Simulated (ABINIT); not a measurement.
An input for ABINIT 10.8.3 (TePb (Fm-3m)):

```
acell 3*1.0 Angstrom
rprim 
  -0.000000000000 3.231000000000 3.231000000000
  3.231000000000 0.000000000000 3.231000000000
  3.231000000000 3.231000000000 0.000000000000
ntypat 2
znucl 52 82
natom 2
typat 1 2
xred 
  0.500000000000 0.500000000000 0.500000000000
  0.000000000000 -0.000000000000 -0.000000000000
pp_dirpath "pseudos"
pseudos "Te.upf, Pb.upf"
ecut 39
ngkpt 6 6 6
nshiftk 1
shiftk 0 0 0
kptopt 1
chksymbreak 0
nband 28
occopt 1
tolvrs 1e-10
nstep 60
prtwf 0
optforces 0
optstress 0
indata_prefix "in"
outdata_prefix "out"
tmpdata_prefix "tmp"
```

```sh
OMP_NUM_THREADS=1 mpirun -n 8 abinit run.abi > log
```

**Question.** How long will it take on 8 MPI ranks of Arm Neoverse V1, shared host, and how much memory?

It took 15 s; on shared hardware allow 7.6 s to 30 s. Peak host memory was 0.85 GiB.

[Paths, hosts, dates, memory and timing lines, banners, echoed tables and standing remarks are left out of the program output.]

[Logs are printed without paths, hosts, clocks, repeated set-up lines and the standing remarks that a program may print on its own settings, such as how far it seeks lower states.]

[Runs of the session that timed out or met a known fault of the program may be left out.]

[Hosts, paths, dates, database ids (printed as entryN), source tags and the programs' standing remarks are cut or masked in the printed files.]

[G0W0 gaps are taken among the corrected bands and points alone; a level outside them can change the order at an edge.]

[Where Ansatz stands beside ABINIT at settings called matched, ABINIT's density can come from a denser mesh and the files from another edition; pairs whose starting gaps differed by over 0.03 eV were left out, so agreement reads better than it is.]
